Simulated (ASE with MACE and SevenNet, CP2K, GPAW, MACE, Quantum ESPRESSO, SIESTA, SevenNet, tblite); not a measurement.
**Glassy 58SiO2-42ZnO (mol %) (67 atoms) in machine-learned potentials**

Wanted: machine-learned potentials inputs and outputs for glassy 58SiO2-42ZnO (mol %) (67 atoms), checked against a plane-wave reference.

Calculated with ASE with MACE and SevenNet; the method is named at each step.

### 1. The starting structure

The cell holds 67 atoms: 15 Si, 11 Zn and 41 O. Cell: a = 9.780 Å, b = 9.780 Å, c = 9.780 Å, α = 90.0°, β = 90.0°, γ = 90.0°. 67 atoms (15 Si, 11 Zn, 41 O) placed at random at 3.12 g/cm³, melted at 4000 K for 10 ps at fixed volume with the Morse and Coulomb pair potential with partial charges (Pedone, Malavasi, Menziani, Cormack and Segre, J. Phys. Chem. B 110, 11780 (2006)). Quenched from 4000 K to 300 K at 500 K/ps and fixed volume, held 10 ps at zero pressure. Then every atom was moved at random, 0.02 Å r.m.s. a Cartesian component.

The yardstick, on the same geometry:

```
method                                           : Kohn-Sham DFT, PBE, SSSP efficiency 1.3.0 pseudopotentials, plane waves (Quantum ESPRESSO 7.5); sssp-pbe-1.3.0-efficiency, cutoffs 60/480 Ry, Γ point
r.m.s. force component                           : 1.738 eV/Å
longest force                                    : 7.029 eV/Å
pressure                                         : 4.651 GPa
gap (highest filled to lowest empty level) : 2.243 eV
time                                             : 3.5 min on 4 MPI ranks of Arm Neoverse N1, shared host
CPU time                                         : 14 min
```

### 2. MACE MP-0b3 medium potential

Method: machine-learned interatomic potential MACE MP-0b3 medium, trained on PBE(+U) plane-wave data.

File run.py:

```python
import numpy as np
from ase.io import read
import mlip  # loads the published weights by name

atoms = read("structure.xyz")
atoms.calc = mlip.calc("mace-mp-0b3-medium")
energy = atoms.get_potential_energy()
forces = atoms.get_forces()
print(f"energy {energy:.6f} eV")
print("forces (eV/A)")
for i, (a, f) in enumerate(zip(atoms, forces)):
    print(f"{i:4d} {a.symbol:2s} {f[0]:10.5f} {f[1]:10.5f} {f[2]:10.5f}")
stress = -atoms.get_stress(voigt=False) * 160.21766
print("stress (GPa, compression positive)")
for row in stress:
    print(" ".join(f"{x:10.4f}" for x in row))
```

File structure.xyz:

```xyz
67
Lattice="9.78013 0.00000 0.00000 0.00000 9.78013 0.00000 0.00000 0.00000 9.78013" Properties=species:S:1:pos:R:3 pbc="T T T"
Si 1.81324 6.63650 0.84696
Si 1.24628 9.36770 5.56421
Si 0.62114 1.62067 3.29678
Si 8.09550 0.90055 1.48648
Si 4.73798 2.56200 8.89112
Si 6.59582 3.44681 1.49939
Si 9.39352 3.31987 7.78068
Si 4.24213 2.91908 3.59508
Si 4.28536 8.26294 1.30467
Si 0.02543 7.15407 3.41454
Si 4.89985 5.37193 7.93266
Si 2.48758 1.03660 0.82681
Si 6.44902 7.96924 8.97073
Si 9.33797 4.22120 4.85476
Si 6.23718 4.69564 5.36469
Zn 0.18876 0.72373 8.29013
Zn 2.49912 7.77198 7.85579
Zn 7.84181 5.62103 0.03883
Zn 6.54838 6.75377 3.05903
Zn 1.24570 4.22277 2.61814
Zn 6.91260 7.98303 5.72069
Zn 2.33178 3.66990 9.36506
Zn 9.63587 8.54177 9.70697
Zn 6.89186 0.75395 7.09617
Zn 4.31695 0.71346 5.89908
Zn 5.58309 0.11697 3.39860
O 5.91981 6.35532 8.81806
O 4.12497 1.38536 4.02139
O 1.28501 7.22331 9.19997
O 8.32514 2.09696 7.47593
O 1.17694 0.88236 4.58903
O 5.35932 3.11057 2.38997
O 4.04741 4.09944 8.57952
O 8.74216 0.44539 0.12812
O 6.71337 0.44822 1.90664
O 3.80789 6.40207 7.56708
O 5.20772 7.98939 2.54929
O 2.70763 9.22266 6.29126
O 6.26926 6.25126 4.96762
O 5.09154 3.84447 4.69172
O 3.42040 9.60047 1.54614
O 0.11071 3.00886 3.80075
O 7.69100 4.19255 4.95373
O 0.14289 5.58856 4.08946
O 6.01243 3.02656 9.76174
O 2.86411 3.69474 3.36554
O 8.28211 7.51564 3.31400
O 6.90057 5.02660 1.71788
O 0.87826 8.05433 4.47725
O 5.91766 4.67011 6.92502
O 9.20359 0.66446 2.57785
O 4.95285 1.71974 7.57266
O 6.85235 8.51830 7.60395
O 0.07795 3.94198 6.25625
O 7.87633 2.64435 1.55074
O 1.71309 4.92889 0.88540
[... 7 atom lines left out ...]
O 5.20665 8.63224 9.75715
O 0.86799 2.66577 8.43086
O 0.76021 7.15876 2.03906
O 3.48975 2.03769 0.12968
```

Run with:

```bash
$ OMP_NUM_THREADS=1 python run.py > output.txt
```

Output:

```text
energy -441.107272 eV
forces (eV/A)
   0 Si   -5.98374   -3.51709   -0.50776
   1 Si    1.65965   -2.14536   -3.92974
   2 Si   -0.87330   -4.87107   -2.27268
   3 Si    0.12758    3.70237   -0.04008
   4 Si    0.84185    1.08793    1.22026
   5 Si   -2.86262    1.93439   -1.48936
   6 Si   -3.62608    1.51219   -1.37213
   7 Si    1.09804    2.76464   -0.24785
   8 Si    0.22624    1.60084   -1.54784
   9 Si   -0.63245    0.40855    4.21168
  10 Si    0.80638    1.63051    0.80517
  11 Si    0.03108   -6.14653   -1.21419
  12 Si   -0.63432   -3.69621    2.96300
  13 Si   -2.34431    0.81776   -2.21216
  14 Si   -0.35648    0.13377   -0.24130
  15 Zn   -0.16044    1.20590   -0.72509
  16 Zn    0.86432    0.61946   -1.27172
  17 Zn   -0.45305    0.05953   -0.23950
  18 Zn    0.48079   -1.08598   -0.72485
  19 Zn    0.63699    0.71417   -0.25902
  20 Zn   -0.86772   -0.27662   -0.45594
  21 Zn   -1.82248    0.31410   -0.44071
  22 Zn   -0.05799   -0.88664    0.34408
  23 Zn    0.64139    1.05670   -0.02358
[...]
59 O    -0.87126    2.06728    2.22416
  60 O     0.48475   -0.60617    0.14072
  61 O    -3.79999   -0.21766    3.55027
  62 O     0.87542   -0.41088    0.86312
  63 O    -0.38458    0.22803   -0.08192
  64 O     3.21329   -0.26384    1.29087
  65 O     2.00765   -0.44865   -3.51979
  66 O     1.52769    1.83217   -1.11442
stress (GPa, compression positive)
    6.5644    -1.7819     0.2159
   -1.7819     2.3726    -3.1274
    0.2159    -3.1274     5.4243
```

Run time: 16 s. Hardware: 1 thread of Arm Neoverse N1, shared host; peak memory 0.91 GiB.

Banners, paths, timers and routine set-up lines are dropped from the logs unmarked, and long logs keep their key lines alone; longer cuts are marked.

Against the reference:

| Item | Value |
| --- | --- |
| r.m.s. force component | 1.688 eV/Å |
| r.m.s. difference of force components | 101 meV/Å |
| longest difference of force vectors | 461.7 meV/Å |
| force difference over r.m.s. force | 5.81 % |
| slope of forces against the reference's | 0.9704 |
| correlation of force components | 0.9987 |
| pressure | 4.787 GPa |
| pressure difference | 0.1358 GPa |

Length of the force difference by element (eV/Å):

```csv
element,atoms,mean,most
O,41,0.13,0.25
Si,15,0.22,0.46
Zn,11,0.18,0.29
```

The surroundings of Zn17, which has 3 bonded neighbours where the commonest count for Zn is 4, nearest first, numbered as they follow in the input and with coordinates relative to it.

```csv
atom,x,y,z,distance (Å),bonds,Fx,Fy,Fz (eV/Å)
Zn17,0.00,0.00,0.00,0.00,3,0.86,0.62,-1.27
O29,-1.21,-0.55,1.34,1.89,3,-1.72,0.10,0.17
O36,1.31,-1.37,-0.29,1.92,2,-2.28,1.54,-1.21
O38,0.21,1.45,-1.56,2.14,3,1.60,-0.23,0.05
O58,-0.83,2.19,1.60,2.83,3,0.61,0.03,0.84
O62,-2.21,1.61,-1.13,2.96,2,-3.80,-0.22,3.55
O59,0.72,-0.68,2.86,3.03,2,6.18,1.24,1.20
Si2,-1.25,1.60,-2.29,3.06,4,1.66,-2.15,-3.93
Si1,-0.69,-1.14,2.77,3.07,4,-5.98,-3.52,-0.51
```

Atoms are counted from 1 here, from 0 in the log.

Forces lie 5.8 % from the reference's, at 0.018 times its CPU time (on 1 against 4 cores).

### 3. SevenNet l3i5 potential

Method: machine-learned interatomic potential SevenNet l3i5, trained on PBE(+U) plane-wave data.

Changes to run.py since step 2:

```diff
@@ -5,3 +5,3 @@
 atoms = read("structure.xyz")
-atoms.calc = mlip.calc("mace-mp-0b3-medium")
+atoms.calc = mlip.calc("7net-l3i5")
 energy = atoms.get_potential_energy()
```

structure.xyz is that of step 2.

Output:

```text
energy -440.804047 eV
forces (eV/A)
   0 Si   -5.91118   -3.36244   -0.37261
   1 Si    1.73113   -2.14267   -3.81660
   2 Si   -0.87701   -5.06424   -2.34612
   3 Si    0.07727    3.71492   -0.03689
   4 Si    1.02122    1.12017    1.22701
   5 Si   -2.69578    1.82846   -1.57485
   6 Si   -3.76771    1.64895   -1.10253
   7 Si    1.12600    2.96268   -0.39029
   8 Si    0.32817    1.58020   -1.48105
   9 Si   -0.73490    0.53653    4.27619
  10 Si    0.92639    1.66423    0.79097
  11 Si   -0.00663   -6.32286   -1.25539
  12 Si   -0.56647   -3.70373    3.08021
  13 Si   -2.48062    0.83305   -1.93182
  14 Si   -0.43416    0.13398   -0.24482
  15 Zn   -0.19880    1.50264   -0.76023
  16 Zn    0.88509    0.66756   -1.40146
  17 Zn   -0.35917   -0.08014   -0.16308
  18 Zn    0.49753   -1.21953   -0.83640
  19 Zn    0.72199    0.65245   -0.22100
  20 Zn   -0.88571   -0.52824   -0.49200
  21 Zn   -2.00795    0.34666   -0.57243
  22 Zn   -0.21908   -0.94023    0.44001
  23 Zn    0.79752    1.25580    0.08369
[...]
59 O    -0.92083    2.24413    2.34761
  60 O     0.39495   -0.54650    0.14574
  61 O    -3.81775   -0.25735    3.52349
  62 O     0.81394   -0.42850    0.79722
  63 O    -0.39735    0.24429   -0.13868
  64 O     3.28660   -0.36182    1.27974
  65 O     2.08853   -0.46319   -3.53591
  66 O     1.45184    1.90422   -1.10061
stress (GPa, compression positive)
    6.3292    -1.8000     0.2526
   -1.8000     2.3064    -3.3256
    0.2526    -3.3256     5.3418
```

It took 17 s on 1 thread; peak memory 1.2 GiB.

Numbers from this run, and their distance from the reference:

* r.m.s. force component: 1.708 eV/Å
* r.m.s. difference of force components: 67.86 meV/Å
* longest difference of force vectors: 252.8 meV/Å
* force difference over r.m.s. force: 3.905 %
* slope of forces against the reference's: 0.9824
* correlation of force components: 0.9994
* pressure: 4.659 GPa
* pressure difference: 0.0078 GPa

Against the first run (5.8 %), the force difference from the reference is 3.9 %, at 1.1 times the CPU time.

### 4. MACE MPA-0 medium potential

Method: machine-learned interatomic potential MACE MPA-0 medium, trained on PBE(+U) plane-wave data.

Changes to run.py since step 3:

```diff
@@ -5,3 +5,3 @@
 atoms = read("structure.xyz")
-atoms.calc = mlip.calc("7net-l3i5")
+atoms.calc = mlip.calc("mace-mpa-0-medium")
 energy = atoms.get_potential_energy()
```

structure.xyz is that of step 3.

Output:

```text
energy -441.023990 eV
forces (eV/A)
   0 Si   -5.98137   -3.46320   -0.40790
   1 Si    1.68816   -2.26205   -3.92774
   2 Si   -0.80190   -5.10435   -2.32231
   3 Si    0.12147    3.86765    0.02497
   4 Si    0.90814    1.14391    1.08015
   5 Si   -2.73959    1.93587   -1.48073
   6 Si   -3.87756    1.66059   -1.29924
   7 Si    0.94791    2.89244   -0.30444
   8 Si    0.30336    1.46333   -1.38171
   9 Si   -0.66205    0.41126    4.32100
  10 Si    0.85726    1.66557    0.65236
  11 Si    0.11932   -6.38404   -1.23684
  12 Si   -0.59603   -3.69677    2.98281
  13 Si   -2.46227    0.96767   -2.18417
  14 Si   -0.42568    0.30747   -0.18114
  15 Zn   -0.17411    1.37862   -0.81056
  16 Zn    0.94707    0.59406   -1.31899
  17 Zn   -0.40879   -0.09584   -0.17803
  18 Zn    0.47356   -1.23697   -0.75827
  19 Zn    0.85614    0.72289   -0.11127
  20 Zn   -0.84543   -0.41563   -0.45650
  21 Zn   -1.98368    0.37484   -0.51016
  22 Zn   -0.12548   -0.96969    0.44569
  23 Zn    0.62751    0.98888   -0.06368
[...]
59 O    -0.96513    2.13475    2.32145
  60 O     0.53036   -0.51474    0.12131
  61 O    -3.85917   -0.16743    3.53561
  62 O     0.78428   -0.44566    0.88032
  63 O    -0.38125    0.22061   -0.15823
  64 O     3.32901   -0.30850    1.28606
  65 O     2.07234   -0.45989   -3.55284
  66 O     1.46472    1.87053   -1.08677
stress (GPa, compression positive)
    6.7394    -1.7769     0.3214
   -1.7769     2.7078    -3.3847
    0.3214    -3.3847     5.6106
```

Run time: 13 s. Hardware: 1 thread; peak memory 0.94 GiB.

Against the reference:

```yaml
r_m_s_force_component: 1.718 eV/Å
r_m_s_difference_of_force_components: 82.42 meV/Å
longest_difference_of_force_vectors: 272.3 meV/Å
force_difference_over_r_m_s_force: 4.743 %
slope_of_forces_against_the_reference_s: 0.9878
correlation_of_force_components: 0.9989
pressure: 5.019 GPa
pressure_difference: 0.368 GPa
```

Against the first run (5.8 %), the force difference from the reference is 4.7 %, at 0.90 times the CPU time.

### 5. The ladder

Differences are against the plane-wave reference, forces as r.m.s. over components; share is that over the reference's r.m.s. force, slope the least-squares factor from reference forces to these. Total energies of different programs have different zeros and aren't compared.

```csv
run,"Δ force, r.m.s. (meV/Å)",share (%),slope,Δ pressure (GPa),cores,CPU time,memory (GiB)
reference,-,-,-,-,4,14 min,2.8
MACE MP-0b3 medium potential,101,5.81,0.970,0.136,1,15 s,0.91
SevenNet l3i5 potential,67.9,3.91,0.982,0.0078,1,16 s,1.2
MACE MPA-0 medium potential,82.4,4.74,0.988,0.368,1,13 s,0.94
```

Times of the machine-learned potentials are mostly Python's start and the loading of weights.

CPU time is summed over cores on a shared host, where runs went side by side, so it is rough. Symmetry, cutoffs, thresholds, outputs and thread counts weren't matched or tuned between programs; memory under MPI is the largest rank's times the ranks.

### 6. Outcome

| Property | Result |
| --- | --- |
| nearest in forces | SevenNet l3i5 potential, 3.9 % |
| its CPU time | 16 s |

**Reading.** Machine-learned potentials differ by 3.9 % (SevenNet l3i5 potential) to 5.8 % (MACE MP-0b3 medium potential); they were trained on other programs' data. The reference's pressure holds the uncorrected Pulay stress of its 60 Ry basis, so small pressure differences, and their order, may be the reference's own error. Machine-learned potentials mimic data converged in k, so the reference's own k-point error enters their differences. The quench rate of 500 K/ps is many orders above laboratory rates, so the cell is likely richer in defects and strain than a real sample. The network of bonds at the start is that of the classical potential that made the cell, and needn't be the one that DFT or experiment would give. The reference's stress is far from hydrostatic: its diagonal is 6.4, 2.3, 5.3 GPa, compression counted positive. The electronic-structure runs sample only Γ, in a cell whose shortest periodic width is 10 Å.

[Also dropped from logs without a mark: logging warnings of Python, and SIESTA's first energy breakdown and zero terms.]

[Logs are printed without paths, hosts, clocks, repeated set-up lines and the standing remarks that a program may print on its own settings, such as how far it seeks lower states.]

[Hosts, paths, dates, database ids (printed as entryN), source tags and the programs' standing remarks are cut or masked in the printed files.]
